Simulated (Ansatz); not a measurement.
**AgCl (Fm-3m): given cell or relaxed cell?**

Wanted: the change of the gap of AgCl (Fm-3m) on relaxing cell and ions.

Main program and level: Ansatz 0.2.0; PBE, HSE06 and G0W0, plane waves, PAW.

In doubt: GW on d or f shells is unreliable with these PAW files (steps 6, 7), so the values of those runs are not to be relied on.

## Step 1: The system as given

Symmetry: Fm-3m, No. 225, cubic system. Conventional cell: a = 5.597 Å, b = 5.597 Å, c = 5.597 Å, α = 90.00°, β = 90.00°, γ = 90.00°. Nearest to Ag lie 6 Cl at 2.80 Å. Nearest to Cl lie 6 Ag at 2.80 Å. Farther neighbours, and contacts between anions beyond the nearest, are not listed.

 The runs that relaxed it are not among those shown. The default PAW set here is soft_2. Its files were made with PBE.

## Step 2: PBE bands at the given cell

Levels along a band path, at the cheap level, show where the edges lie and whether the meshes to come will hold them.

This step: DFT, PBE, plane waves, PAW.

Input file input.yaml:

```yaml
crystal:
  lattice:
    - [0.0, 2.7985, 2.7985]
    - [2.7985, 0.0, 2.7985]
    - [2.7985, 2.7985, 0.0]
  atoms:
    - { symbol: Ag, position: [0.0, 0.0, 0.0] }
    - { symbol: Cl, position: [0.5, 0.5, 0.5] }
kpoints:
  mp_grid: { grid: [8, 8, 8] }
  band_path:
    path:
      - [[0.0, 0.0, 0.0], [0.5, 0.0, 0.5], [0.625, 0.25, 0.625]]
      - [[0.375, 0.375, 0.75], [0.0, 0.0, 0.0], [0.5, 0.5, 0.5], [0.5, 0.25, 0.75], [0.5, 0.0, 0.5]]
    npoints: 10
hamiltonian:
  xc: pbe
scf:
  occupations: { method: fermi_dirac, width: 0.02 }
  n_extra_bands: 4
output:
  eigenvalues: true
  write_density: true
  write_potential: true
  elf: true
  volumetric_format: npy
```

Started as:

```
$ ansatz run input.yaml --threads 3 --pin off --max-ram 92160MiB --backend cuda --events-out ev --progress --plain --runs-dir out --devices 1 --max-vram 13GiB
```

What it wrote:

```text
scf.n_extra_bands = 4 over 13 filled bands (N_el = 26.0): the run solves 17 bands
GPUs: using 1 of 1 available (devices: 1).
Engine: ansatz 0.2.0, x86_64-unknown-linux-gnu
Pseudopotentials: kind: paw
Pseudopotential: Ag, paw, valence charge 19, recommended cutoff 420 eV (normal), Ag.paw.azcp
Pseudopotential: Cl, paw, valence charge 7, recommended cutoff 420 eV (normal), Cl.paw.azcp
Functional definition: PBE
  parameter kappa = 0.804
  parameter beta = 0.066725
  exchange = pbe_x(kappa = kappa, mu = beta*pi^2/3)
  correlation = pbe_c(beta = beta)
device memory: the entry about to start is reckoned to put 0.8 GiB on a device that reports 40.6 GiB free (of which the cap on the GPU budget leaves the run 13.0 GiB)
GPU FFT provider: cuFFT
GPU libraries: cuBLAS 13.8.2, cuFFT 12.4.0, cuSOLVER 12.3.4
Crystal: 2 atoms, lattice volume = 43.833 Å³
Basis set: ecut = 420 eV, 869 PW (Γ)
Bands: 17, of which v1, the nominal top of the filled ones, is band 13 counted from 1 (12 counted from 0)
Symmetry: 48 space group operations
Space group: Fm-3m (ITA 225), of the structure as read, at distance tolerance 3.5e-5 Å
k-points: 29 of 512
Non-local potential: Ag, projectors of the file, l = 0: 3, l = 1: 2, l = 2: 2, l = 3: 1
Non-local potential: Cl, projectors of the file, l = 0: 2, l = 1: 2, l = 2: 2
PAW form: soft (Blöchl's): semilocal exchange-correlation on the pseudo side does not see the compensation charge
PAW one-centre angular grid: Ag, 590 points (default); XC on 64 Gauss nodes
PAW one-centre angular grid: Cl, 110 points (default); XC on 64 Gauss nodes
Initial density: superposition of atomic densities (neutral atoms: chi_scale 0, normalization atom), corrected by the library's trained network
Initial wavefunctions: pseudopotential atomic-orbital guess
GPU buffer pool allocated for 19683 grid points (all kernels)
GPU transforms: local potential and band sums: pruned to the plane-wave sphere, on 25×27×27
Functional: x = pbe(κ = 0.804, μ = 0.219515), c = pbe(β = 0.066725)
SCF iter   1: F=—  HF=-8670.897263 eV  |F-HF|=—  |Δ(HF+E_count)|=         —  Δρ=4.46e-4  dr2=4.56e-5  ethr=1.77e-3  ⟨swp⟩=5.0  Hψ=2377  notcnv=0
preconditioner: auto → none  [insulator: Δε(μ)=0.916 eV  Ē_g=10.814 eV  σ=0.020 eV  W_gap=1.00  n_scr=14 (ndim 8)  ℏωp=23.8 eV  f_vac=0.038  D(μ)=0.00/eV (n_scr^D=0)  ε∞_Penn≈5.8]
SCF iter   2: F=—  HF=-8670.898196 eV  |F-HF|=—  |Δ(HF+E_count)|=   9.34e-4  Δρ=1.97e-4  dr2=1.01e-5  ethr=1.76e-7  ⟨swp⟩=3.0  Hψ=1333  notcnv=0
SCF iter   3: F=—  HF=-8670.898211 eV  |F-HF|=—  |Δ(HF+E_count)|=   1.44e-5  Δρ=9.50e-5  dr2=1.54e-6  ethr=3.88e-8  ⟨swp⟩=2.0  Hψ=750  notcnv=0
iter 4 did not close the SCF: its close was put off for the readings that it lacked (scf_convergence_deferred on its scf_iter line)
SCF iter   4: F=-8670.898217 eV  HF=-8670.898217 eV  |F-HF|=1.71e-7  |Δ(HF+E_count)|=   5.77e-6  Δρ=1.85e-5  dr2=8.54e-8  ethr=5.93e-9  ⟨swp⟩=2.0  Hψ=754  notcnv=0
iter 5 did not close the SCF: its close was put off for the readings that it lacked (scf_convergence_deferred on its scf_iter line)
SCF iter   5: F=-8670.898217 eV  HF=-8670.898217 eV  |F-HF|=5.49e-8  |Δ(HF+E_count)|=   2.37e-7  Δρ=1.48e-5  dr2=8.06e-8  ethr=3.29e-10  ⟨swp⟩=2.0  Hψ=870  notcnv=0
SCF iter   6: F=-8670.898217 eV  HF=-8670.898217 eV  |F-HF|=3.14e-9  |Δ(HF+E_count)|=   1.23e-8  Δρ=4.43e-6  dr2=7.01e-9  ethr=3.10e-10  ⟨swp⟩=1.0  Hψ=1461  notcnv=0
SCF 1 converged in 6 iterations: F = -8670.898217 eV  dr2 = 7.01e-9
[...]
device memory: the entry about to start is reckoned to put 0.9 GiB on a device that reports 40.6 GiB free (of which the cap on the GPU budget leaves the run 13.0 GiB)
NSCF: frozen V_eff on 62 k-points, pencils in batches of 32, up to order 76
SCF converged after 6 iterations
Free energy (F): -8670.898217 eV
Harris-Foulkes:  -8670.898217 eV  (|F-HF|=3.14e-9)
Internal energy: -8670.898217 eV  (E = F + TS)
E sigma→0 (E₀):  -8670.898217 eV
Fermi energy:    8.132181 eV
--- Per-component energies (eV) ---
  E_band       = -367.585373
  E_kinetic    = 688.914766
  E_local      = -3252.190422  (includes V_loc(G=0)·N_el)
  E_nonlocal   = 112.656282
  E_hartree    = 1425.416464
  E_xc         = -289.830107
  E_vxc        = -353.954075  (∫ρ·V_xc dr)
  E_paw        = -4564.873170  (= ΣΔE_a)
  E_vpaw       = -413.850911  (= ΣTr[D̂ρ^β])
  E_aug_tail   = 0.000406  (compensation charges beyond the density's cutoff)
  E_ewald      = -2790.992437
  E_smearing   = -0.000000  (= −TS)
  E_closure    = -0.000000  (closes the sum)
  Σ components = -8670.898217   (vs F -8670.898217, Δ=0.00e0)
--- Band table (eV; the first three rows and the last of 29) ---
  k-point 0: bands = [... 9 lower, 5.3513, 5.4407, 5.4407, 5.4407, 8.5668, 18.3617, 18.3617, 18.3617]
  k-point 1: bands = [... 9 lower, 5.3629, 5.5867, 6.1617, 6.1617, 9.2621, 17.0761, 18.0481, 18.0481]
  k-point 2: bands = [... 9 lower, 5.4802, 5.7276, 6.8874, 6.8874, 10.5590, 15.4360, 16.7772, 16.7772]
  k-point 28: bands = [... 9 lower, 5.7406, 5.7559, 5.7656, 6.5298, 11.8040, 15.5075, 15.5075, 15.6175]
```

Elapsed: 5 s, on 1 × NVIDIA H100 80GB HBM3 (shared by 6 runs) with 3 threads of AMD EPYC 7R13 (Zen 3), shared host; peak memory 0.91 GiB.

In the SCF lines HF is the Harris–Foulkes energy and dr2 the Hartree energy of the density residual, in eV; the loop may stop once dr2 is under the threshold and the program's other checks hold. Hψ counts applications of the Hamiltonian.

This step gave:

| Quantity | Value |
| --- | --- |
| filled bands | 13 |
| gap | 0.9198 eV |
| valence top at | L |
| conduction bottom at | Γ |
| least direct gap | 2.919 eV |

The gap is indirect, with the least direct gap 2.00 eV higher.

## Step 3: The relaxed cell

Cell and ions were relaxed with PBE; that run is not shown. It left this cell:

The structure is cubic, space group Fm-3m (No. 225). Conventional cell: a = 5.613 Å, b = 5.613 Å, c = 5.613 Å, α = 90.00°, β = 90.00°, γ = 90.00°. Ag has 6 Cl at 2.81 Å nearest. Cl has 6 Ag at 2.81 Å nearest. Farther neighbours, and contacts between anions beyond the nearest, are not listed.

## Step 4: PBE at the relaxed cell

input.yaml, the sections that differ from step 2:

```yaml
crystal:
  lattice:
    - [0.0, 2.8065242998, 2.8065242998]
    - [2.8065242998, 0.0, 2.8065242998]
    - [2.8065242998, 2.8065242998, 0.0]
  atoms:
    - { symbol: Ag, position: [0.0, 0.0, 0.0] }
    - { symbol: Cl, position: [0.5, 0.5, 0.5] }
output:
  eigenvalues: true
# kpoints, hamiltonian, scf: as in step 2
```

What it wrote:

```text
[...]
GPUs: using 1 of 1 available (devices: 1).
[...]
GPU FFT provider: cuFFT
GPU libraries: cuBLAS 13.8.2, cuFFT 12.4.0, cuSOLVER 12.3.4
Crystal: 2 atoms, lattice volume = 44.212 Å³
Basis set: ecut = 420 eV, 869 PW (Γ)
Bands: 17, of which v1, the nominal top of the filled ones, is band 13 counted from 1 (12 counted from 0)
[... 1 set-up line as in the run before ...]
[...]
k-points: 29 of 512
[...]
E sigma→0 (E₀):  -8670.898573 eV
Fermi energy:    7.993105 eV
[...]
--- Band table (eV; the first three rows and the last of 29) ---
  k-point 0: bands = [... 9 lower, 5.2422, 5.3347, 5.3347, 5.3347, 8.4292, 18.2262, 18.2262, 18.2262]
  k-point 1: bands = [... 9 lower, 5.2531, 5.4742, 6.0440, 6.0440, 9.1194, 16.9409, 17.9076, 17.9076]
  k-point 2: bands = [... 9 lower, 5.3678, 5.6122, 6.7590, 6.7590, 10.4101, 15.2965, 16.6388, 16.6388]
  k-point 28: bands = [... 9 lower, 5.6247, 5.6352, 5.6472, 6.4072, 11.6521, 15.3649, 15.3649, 15.4719]
[key lines of the parts left out:]
SCF converged after 6 iterations
Free energy (F): -8670.898573 eV
```

It took 2.9 s on 1 × NVIDIA H100 80GB HBM3 (shared by 6 runs) with 3 threads; peak memory 0.9 GiB; 3 s of CPU time.

This step gave:

```
gap                  : 0.9232 eV
valence top at       : L
conduction bottom at : Γ
least direct gap     : 2.893 eV
```

The gap is indirect, with the least direct gap 1.97 eV higher.

## Step 5: HSE06 at the relaxed cell

The screened hybrid is the usual rung above semilocal functionals: a quarter of exact exchange, cut off beyond a few ångström.

This step: DFT, HSE06, plane waves, PAW.

input.yaml, the sections that differ from step 4:

```yaml
kpoints:
  mp_grid: { grid: [4, 4, 4] }
  band_path:
    path:
      - [0.0, 0.0, 0.0]
      - [0.5, 0.0, 0.5]
      - [0.625, 0.25, 0.625]
      - [0.375, 0.375, 0.75]
      - [0.5, 0.5, 0.5]
      - [0.5, 0.25, 0.75]
      - [0.0375, 0.0375, 0.075]
    npoints: 1
hamiltonian:
  xc: hse06
scf:
  occupations: { method: fixed }
  n_extra_bands: 4
# crystal, output: as in step 4
```

What it wrote:

```text
[...]
GPUs: using 1 of 1 available (devices: 1).
[...]
davidson cushion auto → on  (no smearing: the cushion is to keep the highest requested band from converging to the state above it; pin scf.eigensolver.cushion to override)
[...]
GPU FFT provider: cuFFT
GPU libraries: cuBLAS 13.8.2, cuFFT 12.4.0, cuSOLVER 12.3.4
Crystal: 2 atoms, lattice volume = 44.212 Å³
Basis set: ecut = 420 eV, 869 PW (Γ)
[...]
Internal energy: -8675.057398 eV  (E = F + TS)
E sigma→0 (E₀):  -8675.057398 eV
Fermi energy:    6.472094 eV
[...]
--- Band table (eV; the first three rows and the last of 8) ---
  k-point 0: bands = [... 9 lower, 3.7492, 4.4087, 4.4087, 4.4087, 8.9050, 18.8373, 18.8373, 18.8373]
  k-point 1: bands = [... 9 lower, 3.9091, 4.3211, 5.6962, 5.6962, 10.8996, 15.8863, 17.2993, 17.2993]
  k-point 2: bands = [... 9 lower, 4.0771, 4.5006, 6.4721, 6.4721, 12.2174, 14.7500, 15.7944, 15.7944]
  k-point 7: bands = [... 9 lower, 4.1890, 4.2822, 4.2822, 5.2837, 12.3115, 15.8924, 15.8924, 16.1400]
[key lines of the parts left out:]
Free energy (F): -8675.057398 eV
```

Elapsed: 8.5 s, on 1 × NVIDIA H100 80GB HBM3 (shared by 6 runs) with 3 threads; peak memory 1 GiB; 13 s of CPU time.

Numbers from this step:

* gap: 2.433 eV
* valence top at: L
* conduction bottom at: Γ
* least direct gap: 4.425 eV

The gap stands +1.51 eV against PBE.

## Step 6: G0W0 at the relaxed cell

G0W0 replaces the xc potential by the self-energy, built once from these orbitals. Only a window of levels is corrected, while the sums run over the empty bands that the input names.

This step: G0W0 on PBE, plane waves, PAW.

Input file input.yaml:

```yaml
crystal:
  lattice:
    - [0.0, 2.8065242998, 2.8065242998]
    - [2.8065242998, 0.0, 2.8065242998]
    - [2.8065242998, 2.8065242998, 0.0]
  atoms:
    - { symbol: Ag, position: [0.0, 0.0, 0.0] }
    - { symbol: Cl, position: [0.5, 0.5, 0.5] }
kpoints:
  mp_grid: { grid: [6, 6, 6] }
hamiltonian:
  xc: pbe
scf:
  occupations: { method: fixed }
gw:
  n_empty_bands: 131
  ecut_chi: 120
  qp_bands: [v2, c2]
  qp_kpoints: band_edges
  screening: { model: contour_deformation }
```

What it wrote:

```text
GPUs: using 1 of 1 available (devices: 1).
[...]
GPU FFT provider: cuFFT
GPU libraries: cuBLAS 13.8.2, cuFFT 12.4.0, cuSOLVER 12.3.4
Crystal: 2 atoms, lattice volume = 44.212 Å³
Basis set: ecut = 420 eV, 869 PW (Γ)
Bands: 17, of which v1, the nominal top of the filled ones, is band 13 counted from 1 (12 counted from 0)
[... 1 set-up line as in the run before ...]
[...]
k-points: 16 of 216
[...]
1    15     16.3635    -6.6294    -4.6383   -11.6855  0.7777    16.7837    16.7813  root
[...]
12    12      5.6471   -35.4471     5.6121   -28.6661  0.7305     4.4381     4.4782  root
    12    13      5.7094   -35.4977     5.7064   -28.6768  0.7215     4.5530     4.5950  root
    12    14      9.9410    -7.4802    -4.3301   -12.3006  0.8070    10.4341    10.4313  root
    12    15     15.5264    -8.6309    -3.9446   -12.9710  0.7975    15.9240    15.9219  root
[key lines of the parts left out:]
SCF converged after 6 iterations
Free energy (F): -8670.898151 eV
Fermi energy:    7.506547 eV
```

Run time: 12 s. Hardware: 1 × NVIDIA H100 80GB HBM3 (shared by 6 runs) with 3 threads; peak memory 1.1 GiB.

This step gave:

```yaml
bands_summed: 144
rpa_eps_infinity_on_this_mesh_eigenvalues: 4.836, 4.836, 4.836
plane_waves_in_the_screening_matrix: 137
g0w0_gap_on_the_mesh: 2.082 eV
k_of_the_valence_top: 0, 0, -0.5
k_of_the_conduction_bottom: 0, 0, 0
starting_gap_on_the_mesh: 0.9229 eV
least_direct_g0w0_gap_on_the_computed_points: 4.221 eV
```

The gap on the mesh goes from 0.92 eV to 2.08 eV, a correction of +1.16 eV. Between the two edge states, bare exchange in place of the xc potential would open the gap by 8.95 eV, and correlation takes back 7.79 eV.

## Step 7: G0W0 at the given cell

input.yaml, the sections that differ from step 6:

```yaml
crystal:
  lattice:
    - [0.0, 2.7985, 2.7985]
    - [2.7985, 0.0, 2.7985]
    - [2.7985, 2.7985, 0.0]
  atoms:
    - { symbol: Ag, position: [0.0, 0.0, 0.0] }
    - { symbol: Cl, position: [0.5, 0.5, 0.5] }
gw:
  n_empty_bands: 130
  ecut_chi: 120
  qp_bands: [v2, c2]
  qp_kpoints: band_edges
  screening: { model: contour_deformation }
# kpoints, hamiltonian, scf: as in step 6
```

What it wrote:

```text
GPUs: using 1 of 1 available (devices: 1).
[...]
GPU FFT provider: cuFFT
GPU libraries: cuBLAS 13.8.2, cuFFT 12.4.0, cuSOLVER 12.3.4
Crystal: 2 atoms, lattice volume = 43.833 Å³
Basis set: ecut = 420 eV, 869 PW (Γ)
Bands: 17, of which v1, the nominal top of the filled ones, is band 13 counted from 1 (12 counted from 0)
[... 1 set-up line as in the run before ...]
[...]
k-points: 16 of 216
[...]
1    15     16.4992    -6.6795    -4.6447   -11.7448  0.7784    16.9225    16.9198  root
[...]
12    12      5.7654   -35.4541     5.6146   -28.6759  0.7314     4.5623     4.6018  root
    12    13      5.8327   -35.5138     5.7102   -28.6953  0.7222     4.6834     4.7244  root
    12    14     10.0686    -7.5201    -4.3328   -12.3420  0.8075    10.5603    10.5576  root
    12    15     15.6542    -8.7193    -3.9528   -13.0718  0.7975    16.0560    16.0539  root
[key lines of the parts left out:]
SCF converged after 6 iterations
Free energy (F): -8670.897795 eV
Fermi energy:    7.647295 eV
```

Run time: 9.5 s. Hardware: 1 × NVIDIA H100 80GB HBM3 (shared by 6 runs) with 3 threads; peak memory 1.1 GiB.

This step gave:

```yaml
bands_summed: 143
rpa_eps_infinity_on_this_mesh_eigenvalues: 4.865, 4.865, 4.865
plane_waves_in_the_screening_matrix: 137
g0w0_gap_on_the_mesh: 2.073 eV
k_of_the_valence_top: 0, 0, -0.5
k_of_the_conduction_bottom: 0, 0, 0
starting_gap_on_the_mesh: 0.9197 eV
least_direct_g0w0_gap_on_the_computed_points: 4.251 eV
```

The gap on the mesh goes from 0.92 eV to 2.07 eV, a correction of +1.15 eV. Between the two edge states, bare exchange in place of the xc potential would open the gap by 8.95 eV, and correlation takes back 7.80 eV.

## Step 8: Together

G0W0 rows are gaps on the mesh, lowered where the mesh misses an edge of the band path.

```csv
level,given cell (eV),relaxed cell (eV),change (eV)
PBE,0.92,0.92,+0.003
HSE06,-,2.43,-
G0W0@PBE,2.07,2.08,+0.01
```

## Step 9: What came out

| Quantity | Value |
| --- | --- |
| volume change | +0.9 % |
| PBE, given cell | 0.92 eV |
| PBE, relaxed cell | 0.92 eV |
| HSE06, relaxed cell | 2.43 eV |
| G0W0@PBE, relaxed cell | 2.08 eV |
| G0W0@PBE, given cell | 2.07 eV |
| known limits | short of the basis limit; d shell near the gap, gap tends to lie low; no spin-orbit coupling; coarse k mesh |

In words: Relaxation changes the volume by +0.9 % and the gap by +0.003 eV (PBE) and +0.01 eV (G0W0@PBE). Bands and cutoff are finite, so the gap stands short of the basis limit, usually by up to a few tenths of an eV; the mesh is an error of its own. The 6×6×6 mesh is coarse for this cell (its supercell is 24 Å along the shortest edge). The RPA ε∞ on it, from the PBE start, is 4.86; such meshes misread the long-range screening, most where the gap is narrow. A d shell, filled or nearly so, lies near the gap. One-shot GW converges very slowly in bands there, not always from below, and on a semilocal start the gap tends to come out low; starts rich in exact exchange can overshoot instead. The many-body steps are scalar-relativistic: spin-orbit coupling is not in them.

[Long decimals in the printed logs are rounded to 6 places.]

[Logs are printed without paths, hosts, clocks, repeated set-up lines and the standing remarks that a program may print on its own settings, such as how far it seeks lower states.]

[Paths, hosts, dates, memory and timing lines, banners, echoed tables and standing remarks are left out of the program output; an Ansatz launch command may be rebuilt from the run's recorded settings. Measured values are a selection of at most five: reports struck by readers or far from the other reports are left out. None is set beside runs whose start may be inverted or whose files or cutoffs have a known fault.]

[Runs of the session that timed out or met a known fault of the program may be left out.]

[Cells called generated may have been cut or substituted from an entry of the Crystallography Open Database or the Materials Project.]

[Hosts, paths, dates, database ids (printed as entryN), source tags and the programs' standing remarks are cut or masked in the printed files.]

[Where the starting crystal was built by hand or by swapping elements, it need not be the compound's stable phase.]
